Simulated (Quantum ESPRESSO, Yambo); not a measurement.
# InP (F-43m): G0W0 in Yambo against the screening cutoff

Aim: move the screening cutoff of a G0W0 run on InP (F-43m) over a wide range.

Main program and level: Yambo 5.3.0; PBE and many-body steps on it, plane waves.

This is a report of a sequence of runs, with most program output left out.

## 1. The starting structure

Symmetry: F-43m, No. 216, cubic system. The conventional cell has a = 5.869 Å, b = 5.869 Å, c = 5.869 Å, α = 90.00°, β = 90.00°, γ = 90.00°. Nearest to In lie 4 P at 2.54 Å. P has 4 In at 2.54 Å nearest. Farther neighbours are not listed.

Coordinates:

```xyz
2
Lattice="0.0000 2.9343 2.9343 2.9343 0.0000 2.9343 2.9343 2.9343 0.0000" Properties=species:S:1:pos:R:3 pbc="T T T"
In    0.0000    0.0000    0.0000
P     1.4672    1.4672    1.4672
```

The cell and positions come from the Crystallography Open Database and are kept as given unless a step says otherwise.

## 2. 3.25 Ha

This step: Yambo 5.3.0; G0W0 on PBE, plane waves, norm-conserving pseudopotentials.

G0W0 replaces the xc potential by the self-energy, built once from these orbitals. Only a window of levels is corrected, while the sums run over the empty bands that the input names.

Contents of gw7.in:

```
HF_and_locXC
gw0
dyson
ppa
em1d
rim_cut
RandQpts= 1000000
RandGvec= 1 RL
EXXRLvcs= 80 Ry
VXCRLvcs= 320 Ry
Chimod= "HARTREE"
% BndsRnXp
 1 | 127 |
%
NGsBlkXp= 6.5 Ry
% LongDrXp
 1 | 1 | 1 |
%
% GbndRnge
 1 | 127 |
%
DysSolver= "n"
ExtendOut
PPAPntXp= 27.21138 eV
% QPkrange
 1 | 1 | 12 | 15 |
%
```

Launch:

```sh
OMP_NUM_THREADS=1 mpirun -n 8 yambo -F gw7.in -J gw7 -C gw7 > gw7.log
```

Run time: 22 s. Hardware: 8 MPI ranks of INTEL XEON PLATINUM 8581C at 2.30GHz (Emerald Rapids), shared host; peak memory 3.3 GiB; 2.8 min of CPU time.

This step gave:

| Quantity | Value |
| --- | --- |
| G0W0 gap on the points computed | 1.379 eV |
| starting gap on the mesh | 0.6864 eV |
| k of the valence top | 0, 0, 0 |
| k of the conduction bottom | 0, 0, 0 |
| least direct G0W0 gap on the computed points | 1.379 eV |
| Z at the valence top | 0.7829 |
| Z at the conduction bottom | 0.7962 |

The gap on the mesh goes from 0.69 eV to 1.38 eV, a correction of +0.69 eV.

## 3. 5.25 Ha

Contents of gw8.in:

```
HF_and_locXC
gw0
dyson
ppa
em1d
rim_cut
RandQpts= 1000000
RandGvec= 1 RL
EXXRLvcs= 80 Ry
VXCRLvcs= 320 Ry
Chimod= "HARTREE"
% BndsRnXp
 1 | 127 |
%
NGsBlkXp= 10.5 Ry
% LongDrXp
 1 | 1 | 1 |
%
% GbndRnge
 1 | 127 |
%
DysSolver= "n"
ExtendOut
PPAPntXp= 27.21138 eV
% QPkrange
 1 | 1 | 12 | 15 |
%
```

Launch:

```sh
OMP_NUM_THREADS=1 mpirun -n 8 yambo -F gw8.in -J gw8 -C gw8 > gw8.log
```

The job ended after 26 s (8 MPI ranks; peak memory 3.3 GiB).

Numbers from this step:

| Item | Value |
| --- | --- |
| G0W0 gap on the points computed | 1.380 eV |
| starting gap on the mesh | 0.6864 eV |
| k of the valence top | 0, 0, 0 |
| k of the conduction bottom | 0, 0, 0 |
| least direct G0W0 gap on the computed points | 1.380 eV |
| Z at the valence top | 0.7807 |
| Z at the conduction bottom | 0.7944 |

Against the run before, the gap moves by +0.001 eV.

## 4. 10.5 Ha

Contents of gw9.in:

```
HF_and_locXC
gw0
dyson
ppa
em1d
rim_cut
RandQpts= 1000000
RandGvec= 1 RL
EXXRLvcs= 80 Ry
VXCRLvcs= 320 Ry
Chimod= "HARTREE"
% BndsRnXp
 1 | 127 |
%
NGsBlkXp= 21 Ry
% LongDrXp
 1 | 1 | 1 |
%
% GbndRnge
 1 | 127 |
%
DysSolver= "n"
ExtendOut
PPAPntXp= 27.21138 eV
% QPkrange
 1 | 1 | 12 | 15 |
%
```

Launch:

```sh
OMP_NUM_THREADS=1 mpirun -n 8 yambo -F gw9.in -J gw9 -C gw9 > gw9.log
```

Elapsed: 1.7 min, on 8 MPI ranks; peak memory 3.3 GiB; 13 min of CPU time.

This step gave:

```yaml
g0w0_gap_on_the_points_computed: 1.381 eV
starting_gap_on_the_mesh: 0.6864 eV
k_of_the_valence_top: 0, 0, 0
k_of_the_conduction_bottom: 0, 0, 0
least_direct_g0w0_gap_on_the_computed_points: 1.381 eV
```

Against the run before, the gap moves by +0.0003 eV.

## 5. 13 Ha

Contents of gw10.in:

```
HF_and_locXC
gw0
dyson
ppa
em1d
rim_cut
RandQpts= 1000000
RandGvec= 1 RL
EXXRLvcs= 80 Ry
VXCRLvcs= 320 Ry
Chimod= "HARTREE"
% BndsRnXp
 1 | 127 |
%
NGsBlkXp= 26 Ry
% LongDrXp
 1 | 1 | 1 |
%
% GbndRnge
 1 | 127 |
%
DysSolver= "n"
ExtendOut
PPAPntXp= 27.21138 eV
% QPkrange
 1 | 1 | 12 | 15 |
%
```

Launch:

```sh
OMP_NUM_THREADS=1 mpirun -n 8 yambo -F gw10.in -J gw10 -C gw10 > gw10.log
```

It took 4 min on 8 MPI ranks; peak memory 3.4 GiB; 32 min of CPU time.

This step gave:

```
G0W0 gap on the points computed              : 1.386 eV
starting gap on the mesh                     : 0.6864 eV
k of the valence top                         : 0, 0, 0
k of the conduction bottom                   : 0, 0, 0
least direct G0W0 gap on the computed points : 1.386 eV
```

Against the run before, the gap moves by +0.006 eV.

## 6. 16.25 Ha

Contents of gw11.in:

```
HF_and_locXC
gw0
dyson
ppa
em1d
rim_cut
RandQpts= 1000000
RandGvec= 1 RL
EXXRLvcs= 80 Ry
VXCRLvcs= 320 Ry
Chimod= "HARTREE"
% BndsRnXp
 1 | 127 |
%
NGsBlkXp= 32.5 Ry
% LongDrXp
 1 | 1 | 1 |
%
% GbndRnge
 1 | 127 |
%
DysSolver= "n"
ExtendOut
PPAPntXp= 27.21138 eV
% QPkrange
 1 | 1 | 12 | 15 |
%
```

Launch:

```sh
OMP_NUM_THREADS=1 mpirun -n 8 yambo -F gw11.in -J gw11 -C gw11 > gw11.log
```

Run time: 6.8 min. Hardware: 8 MPI ranks; peak memory 3.5 GiB; 54 min of CPU time.

Numbers from this step:

- G0W0 gap on the points computed: 1.389 eV
- starting gap on the mesh: 0.6864 eV
- k of the valence top: 0, 0, 0
- k of the conduction bottom: 0, 0, 0
- least direct G0W0 gap on the computed points: 1.389 eV

Against the run before, the gap moves by +0.003 eV.

## 7. Side by side

Times are wall times on 8 MPI ranks of INTEL XEON PLATINUM 8581C at 2.30GHz (Emerald Rapids), shared host, good to a factor of about two.

| run | mesh | bands | screening cutoff (eV) | DFT gap (eV) | gap on the mesh (eV) | direct (eV) | time |
| --- | --- | --- | --- | --- | --- | --- | --- |
| 3.25 Ha | 4×4×4 | 127 | 88.4 | 0.686 | 1.379 | 1.379 | 22 s |
| 5.25 Ha | 4×4×4 | 127 | 142.9 | 0.686 | 1.380 | 1.380 | 26 s |
| 10.5 Ha | 4×4×4 | 127 | 285.7 | 0.686 | 1.381 | 1.381 | 1.7 min |
| 13 Ha | 4×4×4 | 127 | 353.7 | 0.686 | 1.386 | 1.386 | 4 min |
| 16.25 Ha | 4×4×4 | 127 | 442.2 | 0.686 | 1.389 | 1.389 | 6.8 min |

## 8. Results

```
3.25 Ha      : 1.379 eV
5.25 Ha      : 1.380 eV
10.5 Ha      : 1.381 eV
13 Ha        : 1.386 eV
16.25 Ha     : 1.389 eV
known limits : not at the basis limit; no spin-orbit coupling; coarse k mesh
```

The setting moved: screening cutoff. From 3.25 Ha to 16.25 Ha the gap moves by +0.01 eV, for 18 times the time. It holds to 0.03 eV from 3.25 Ha on. Bands and screening cutoff are coupled, so a series along one setting does not show full convergence. Bands and cutoff are finite, so the gap is not at the basis limit. The miss can reach some tenths of an eV and take either sign; the mesh is an error of its own. In the G0W0 runs levels were corrected at 1 k point alone, so a gap called «on the mesh» is the least over those, and an edge elsewhere would be missed. The 4×4×4 mesh is coarse for this cell, which bears on the long-range parts of exchange and screening. The many-body steps are scalar-relativistic: spin-orbit coupling is not in them.

[Paths, hosts, dates, memory and timing lines, banners, echoed tables and standing remarks are left out of the program output.]

[Logs are printed without paths, hosts, clocks, repeated set-up lines and the standing remarks that a program may print on its own settings, such as how far it seeks lower states.]

[Runs of the session that timed out or met a known fault of the program may be left out.]

[Hosts, paths, dates, database ids (printed as entryN), source tags and the programs' standing remarks are cut or masked in the printed files.]
